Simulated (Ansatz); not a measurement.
# Electron scattering at the Σ5 (210) boundary in fcc Pt, part 2 of 3

How much does the Σ5 (210) boundary in fcc Pt reflect electrons?

Ansatz 0.2.0; Ansatz plane-wave DFT, LDA, PAW files; relaxation of a bicrystal slab with its lowest layers held; PAW set soft_1 (the session's first sound run).

So far. Step 2 (Relaxing the bicrystal): The largest force component on a free atom ends at 0.0069 eV/Å, under the tolerance of 0.03, after 14 steps.

### 3. Transmission across the boundary

Bulk layers of each grain are laid under and over the relaxed boundary, and a lead is named in the middle of each, away from the free faces. The mesh across the current, 18×18, is finer than the density's, because channels open and close sharply across the zone. Energies from -0.1 to 0.1 eV in steps of 0.05 eV are too few for the program's thermal sum, so it prints no conductance; for a metal the transmission near the Fermi level serves, at a fraction of the cost.

This step: Ansatz plane-wave DFT, LDA, PAW files; ballistic transport by layer matching (Landauer), zero bias; boundary relaxed in a short slab, bulk layers laid on; PAW set soft_1 (Ansatz 0.2.0).

System of this step: Σ5 (210) boundary in fcc Pt. The cell holds 48 atoms: 48 Pt. Cell: a = 4.803 Å, b = 3.922 Å, c = 49.463 Å, α = 90.0°, β = 90.0°, γ = 65.9°. It derives from Pt. Regions: lower grain, 20 atoms (20 Pt); boundary, 12 atoms (12 Pt); upper grain, 16 atoms (16 Pt). Vacuum lies along c.

File input.yaml:

```yaml
crystal:
  lattice:
    - [4.8032044366, 0.0, 0.0]
    - [1.6010681455, 3.58009721, 0.0]
    - [0.0, 0.0, 49.4633296659]
  atoms:
    - { symbol: Pt, position: [-15.6, 7.8, 0.080867989] }
    - { symbol: Pt, position: [-15.0, 7.5, 0.0985971056] }
    - { symbol: Pt, position: [-14.4, 7.2, 0.1163262222] }
    - { symbol: Pt, position: [-13.8, 6.9, 0.1340553388] }
    - { symbol: Pt, position: [-13.2, 6.6, 0.1517844554] }
    - { symbol: Pt, position: [-12.6, 6.3, 0.169513572] }
    - { symbol: Pt, position: [-12.0, 6.0, 0.1872426887] }
    - { symbol: Pt, position: [-11.4, 5.7, 0.2049718053] }
    - { symbol: Pt, position: [-10.8, 5.4, 0.2227009219] }
    - { symbol: Pt, position: [-10.2, 5.1, 0.2404300385] }
    - { symbol: Pt, position: [-9.6, 4.8, 0.2581591551] }
    - { symbol: Pt, position: [-9.0, 4.5, 0.2758882717] }
    - { symbol: Pt, position: [-8.4, 4.2, 0.2936173883] }
    - { symbol: Pt, position: [-7.8, 3.9, 0.3113465049] }
    - { symbol: Pt, position: [-7.2, 3.6, 0.3290756215] }
    - { symbol: Pt, position: [-6.6, 3.3, 0.3468047381] }
    - { symbol: Pt, position: [-6.0, 3.0, 0.3645338547] }
    - { symbol: Pt, position: [-5.4, 2.7, 0.3822629713] }
    - { symbol: Pt, position: [-4.8, 2.4, 0.3999920879] }
    - { symbol: Pt, position: [-4.2, 2.1, 0.4177212045] }
    - { symbol: Pt, position: [0.4, 0.8, 0.4354503211] }
    - { symbol: Pt, position: [-0.0104231105, 0.5052115553, 0.452561907] }
    - { symbol: Pt, position: [0.5865998234, 0.2067000883, 0.4706499773] }
    - { symbol: Pt, position: [0.1872856579, 0.9063571711, 0.4867935139] }
    - { symbol: Pt, position: [0.7696202038, 0.6151898981, 0.5049489046] }
    - { symbol: Pt, position: [0.3708259178, 0.3145870411, 0.5253604386] }
    - { symbol: Pt, position: [-0.028050812, 0.014025406, 0.5363671656] }
    - { symbol: Pt, position: [0.6348575171, 0.6825712415, 0.5613166671] }
    - { symbol: Pt, position: [0.068023651, 0.9659881745, 0.5855128269] }
    - { symbol: Pt, position: [0.4635382199, 0.26823089, 0.5976431443] }
    - { symbol: Pt, position: [-0.1411413346, 0.5705706673, 0.6170882278] }
    - { symbol: Pt, position: [0.2758662482, 0.8620668759, 0.6354661453] }
    - { symbol: Pt, position: [-4.3241337518, 2.1620668759, 0.6531952619] }
    - { symbol: Pt, position: [-4.9241337518, 2.4620668759, 0.6709243785] }
    - { symbol: Pt, position: [-5.5241337518, 2.7620668759, 0.6886534951] }
    - { symbol: Pt, position: [-6.1241337518, 3.0620668759, 0.7063826117] }
    - { symbol: Pt, position: [-6.7241337518, 3.3620668759, 0.7241117283] }
    - { symbol: Pt, position: [-7.3241337518, 3.6620668759, 0.7418408449] }
    - { symbol: Pt, position: [-7.9241337518, 3.9620668759, 0.7595699615] }
    - { symbol: Pt, position: [-8.5241337518, 4.2620668759, 0.7772990781] }
    - { symbol: Pt, position: [-9.1241337518, 4.5620668759, 0.7950281947] }
    - { symbol: Pt, position: [-9.7241337518, 4.8620668759, 0.8127573113] }
    - { symbol: Pt, position: [-10.3241337518, 5.1620668759, 0.830486428] }
    - { symbol: Pt, position: [-10.9241337518, 5.4620668759, 0.8482155446] }
    - { symbol: Pt, position: [-11.5241337518, 5.7620668759, 0.8659446612] }
    - { symbol: Pt, position: [-12.1241337518, 6.0620668759, 0.8836737778] }
    - { symbol: Pt, position: [-12.7241337518, 6.3620668759, 0.9014028944] }
    - { symbol: Pt, position: [-13.3241337518, 6.6620668759, 0.919132011] }
kpoints:
  mp_grid: { grid: [7, 7, 1] }
hamiltonian:
  xc: lda
  pseudopotentials: { kind: paw, azcp: { folder: soft_1 }, xc_functional: pbe }
scf:
  occupations: { method: fermi_dirac, width: 0.1 }
output:
  transmission:
    leads: [[11, 12], [38, 39]]
    kmesh: [18, 18]
    e_range: [-0.1, 0.1]
    de: 0.05
  write_potential: true
  write_density: true
  volumetric_format: npy
  elf: true
```

Launch:

```bash
> ansatz run input.yaml --threads 4 --pin off --max-ram 15360MiB --backend cpu --events-out ev --progress --plain --runs-dir out
```

Numbers of over 12 decimals in the logs are rounded to 6 here.

The log of the run:

```text
[...]
Crystal: 48 atoms, lattice volume = 850.568 Å³
Basis set: ecut = 420 eV, 16549 PW (Γ)
Bands: 519, of which v1, the nominal top of the filled ones, is band 432 counted from 1 (431 counted from 0)
Symmetry: 2 space group operations
[...]
k-points: 16 of 49 (time reversal used)
[...]
SCF iter   1: F=—  HF=-587835.928726 eV  |F-HF|=—  |Δ(HF+E_count)|=         —  Δρ=8.79e-2  dr2=1.46e2  ethr=3.10e-3  ⟨swp⟩=6.0  Hψ=29669  notcnv=0  defer=124
[...]
SCF iter  13: F=-587815.035799 eV  HF=-587815.035799 eV  |F-HF|=1.80e-8  |Δ(HF+E_count)|=   2.33e-9  Δρ=7.59e-7  dr2=1.88e-8  ethr=1.16e-11  ⟨swp⟩=10.7  Hψ=27072  notcnv=0
SCF 1 converged in 13 iterations: F = -587815.035799 eV  dr2 = 1.88e-8
[...]
transmission: 593 of 5915 steps passed
transmission: 1186 of 5915 steps passed
[...]
transmission: 5915 of 5915 steps passed
WARN: The output density's exchange-correlation potential varies sharply where the density is thin. Do not read a vacuum level from v_tot or v_xc, or from such a field of the output density. On a cell that repeats whose density bears no net charge and no dipole along the vacuum's axis use v_es (v_loc + v_h of the components); under efield.dipole_correction with no amplitude use v_es + v_field, which holds any externa [...]
SCF converged after 13 iterations
Free energy (F): -587815.035799 eV
[...]
Internal energy: -587812.381403 eV  (E = F + TS)
E sigma→0 (E₀):  -587813.708601 eV
Entropy (-TS):   -2.654396 eV (-55.300 meV/atom)
Fermi energy:    18.739369 eV
[...]
--- Band table (eV; the first three rows and the last of 16) ---
  k-point 0: bands = [... 428 lower, 18.8219, 18.8299, 18.8818, 18.9281, 18.9791, 18.9980, 19.0017, 19.0376, ... 83 higher]
  k-point 1: bands = [... 428 lower, 18.6964, 18.7234, 18.7474, 18.7761, 18.7887, 18.8032, 18.8166, 18.8370, ... 83 higher]
  k-point 2: bands = [... 428 lower, 18.6010, 18.6417, 18.6608, 18.7038, 18.7249, 18.7349, 18.7544, 18.7909, ... 83 higher]
  k-point 15: bands = [... 428 lower, 18.6665, 18.7004, 18.7144, 18.7419, 18.7590, 18.7759, 18.8183, 18.8357, ... 83 higher]
--- Transmission ---
  basis      : 149 plane waves across, 65 finite elements along
  points     : 91, standing for a mesh of 18 x 18
  energies   : 5 from -0.100000 to 0.100000 eV about the Fermi level, 0.050000 eV apart; the leads are filled to 0.000000 eV, and channels, transmission and decay are at 0.000000 eV
  crystal 0  : Pt3, at the sites [11, 12], period 2.6308 Å, over 18.42 Å; its Hamiltonian steps by up to 14.2 meV
    offset         : up to 0.0000 Å between an atom of the period and one for which it stands
    channels       : 4.827160e0 a spin
    conductance    : none, the energies end too early or step too widely for 300 K: set another output.transmission.e_range or a lower de, or, where they end at an eighth of basis.ecutwfc, a higher one
[...]
channels       : 4.802469e0 a spin
[...]
junction   : crystal 0 to crystal 1, 12.95 to 36.00 Å
    transmission   : 2.305127e0 a spin
[...]
```

Run time: 19 min. Hardware: 4 threads of Arm Neoverse V1, shared host; peak memory 11 GiB; 71 min of CPU time.

Reading the cycles: dr2 is the Hartree energy of the density residual (eV), the measure of convergence; HF is the Harris–Foulkes estimate of the energy, which meets the free energy F at convergence.

Numbers from this step:

| Property | Result |
| --- | --- |
| free energy | -587815.0358 eV |
| energy at zero smearing | -587813.7086 eV |
| Fermi energy | 18.74 eV |
| cell area | 17.20 Å² |
| transmission per spin nearest the Fermi level | 2.305 |
| open channels per spin nearest the Fermi level | 4.827 |
| open channels per spin, upper lead | 4.802 |
| step of the lead's potential | 14.2 meV |
| step of the upper lead's potential | 13.9 meV |

Per spin. The transmission, zone mean by energy, zero at the Fermi level:

```
energy (eV)  transmission, zone mean
    -0.1000                     2.53
    -0.0500                     2.43
     0.0000                     2.31
     0.0500                     2.09
     0.1000                     1.93
```

Per spin. Table of open channels, zone mean by energy, zero at the Fermi level:

| energy (eV) | lead | upper lead |
| --- | --- | --- |
| -0.1000 | 5.30 | 5.28 |
| -0.0500 | 5.02 | 5.04 |
| 0.0000 | 4.83 | 4.80 |
| 0.0500 | 4.26 | 4.26 |
| 0.1000 | 3.80 | 3.82 |

Transmission over k1 and k2. At 0.0000 eV from the Fermi level.

Ten even steps from '0' (1.01) to '9' (3.87):
```
576666675242242242
476776743044664403
487878442336663324
478874445344443544
658565654430344565
322331324200242313
262333333333333333
882444333333334442
983344655555644338
824443333333344428
233333333333333326
331324200242313322
656544303445656585
444534444354447887
442336663324487878
430446644034767767
524224224257666667
344222244344222244
```
Columns: k1 (b1) from -0.5 to 0.444; rows upwards: k2 (b2) from -0.5 to 0.444.

Open channels over k1 and k2. At 0.0000 eV from the Fermi level.

Ten even steps from '0' (2.00) to '9' (8.00):
```
585333585353131353
585665855165665615
698689653556665535
568865655335533556
659566655330335566
533553563300336535
353333333333333333
663333335555333333
963333556665533336
633333355553333336
333333333333333335
553563300336535533
666553303355666595
565533553355656886
653556665535698689
551656656155856658
535313135358533358
365111156365111156
```
Columns: k1 (b1) from -0.5 to 0.444; rows upwards: k2 (b2) from -0.5 to 0.444.

Valence density in the cb plane at fractional x = 0.635, with atoms of Pt within 0.2 Å of it. It is the smooth field of the valence electrons, not physical close to the nuclei.

Values in units of 1e0 e/Å³, 6 rows by 16 columns, each cell a mean:
```
0.6 0.5 0.5 2.0 0.5 0.4 0.3 0.5 0.4 0.7 0.3 1.1 1.6 0.1 0.0 0.0
1.9 1.2 1.6 8.1 1.2 0.4 0.5 0.2 0.5 2.3 0.6 4.1 6.5 0.3 0.0 0.0
1.2 0.8 1.1 5.3 0.8 0.4 0.4 0.2 0.4 1.4 0.5 2.6 4.2 0.2 0.0 0.0
0.4 0.4 0.3 0.5 0.5 0.6 0.3 1.7 0.9 0.4 0.3 0.4 0.4 0.0 0.0 0.0
0.4 0.5 0.3 0.2 1.0 2.0 0.6 6.9 3.5 0.3 0.5 0.2 0.1 0.0 0.0 0.0
0.3 0.4 0.3 0.2 0.7 1.2 0.4 4.5 2.2 0.3 0.4 0.3 0.1 0.0 0.0 0.0
```
Columns run along c (16.0 Å, from fractional 0.68 to 1.00 of the cell), rows up along b (3.9 Å). Atoms in or near the plane, at fractional coordinates: Pt at (0.74, 0.66), Pt at (0.83, 0.16), Pt at (0.92, 0.66).

Electrostatic potential energy in the cb plane at fractional x = 0.635, with atoms of Pt within 0.2 Å of it. With pseudopotentials it is smooth inside the atoms' cores, unlike the true potential.

Values in eV, 6 rows by 16 columns, each cell a mean:
```
 12  16  14  -8  15  18  19  15  16  11  18   7  -2  22  24  24
-10   2  -2 -45   4  17  15  21  15 -17  13 -21 -37  18  24  24
  0   9   5 -35  10  18  17  20  17  -4  16 -10 -25  20  24  24
 18  18  19  14  15  12  19  -4   8  18  19  18  16  23  24  24
 18  14  18  22   4 -11  13 -40 -17  19  14  21  23  24  24  24
 18  16  19  20  10   0  16 -29  -8  19  16  20  22  24  24  24
```
Columns run along c (16.0 Å, from fractional 0.68 to 1.00 of the cell; values clipped at the 3rd and 97th percentile), rows up along b (3.9 Å). Atoms in or near the plane, at fractional coordinates: Pt at (0.74, 0.66), Pt at (0.83, 0.16), Pt at (0.92, 0.66).

ELF in the cb plane at fractional x = 0.635, with atoms of Pt within 0.2 Å of it. It is the smooth field of the valence electrons, not physical close to the nuclei.

Ten even steps from '0' (0.00) to '9' (0.58), each cell a mean:
```
44444444565444444444555444444344565432100000
45654445898643444443333445654446998642100000
67875447999843345443222468874458999853100000
57875447999843344443223467874458999853100000
45654445898544444443333445654346898642100000
44444444555444444444565444444344555432100000
43444443333445654446898643444444433221000000
53345443222467875458999843345443322110000000
43344443222457875448999843344443332110000000
44444444333445654445898543444444443321000000
```
Columns run along c (16.0 Å, from fractional 0.68 to 1.00 of the cell), rows up along b (3.9 Å). Atoms in or near the plane, at fractional coordinates: Pt at (0.74, 0.66), Pt at (0.83, 0.16), Pt at (0.92, 0.66).

Over the solved energies the transmission per spin lies between 1.93 and 2.53, out of 4.64 channels of the lead on average (up to 5.30).

### 4. Specific resistance

This step: Ansatz plane-wave DFT, LDA, PAW files; ballistic transport by layer matching (Landauer), zero bias; specific resistance of the boundary; PAW set soft_1 (Ansatz 0.2.0).

This step gave:

```
area resistance                      : 0.5058 fΩ m²
T over the leads' mean channel count : 0.4860
```

Averaged over the energies near the Fermi level, 48.6 % of the channels pass, which makes 0.506 fΩ m².

By hand, with T and the leads' channels N averaged over the energies near the Fermi level: RA = A (h/2e²)(1/T − ½[1/N₁ + 1/N₂]) = 17.20×10⁻²⁰ m² × 12 906 Ω × (1/2.255 − ½[1/4.641 + 1/4.641]) = 0.506 fΩ m².

(Part 2 of 3 ends here.)

[Logs are printed without paths, hosts, clocks, repeated set-up lines and the standing remarks that a program may print on its own settings, such as how far it seeks lower states.]

[Hosts, paths, dates, database ids (printed as entryN), source tags and the programs' standing remarks are cut or masked in the printed files.]
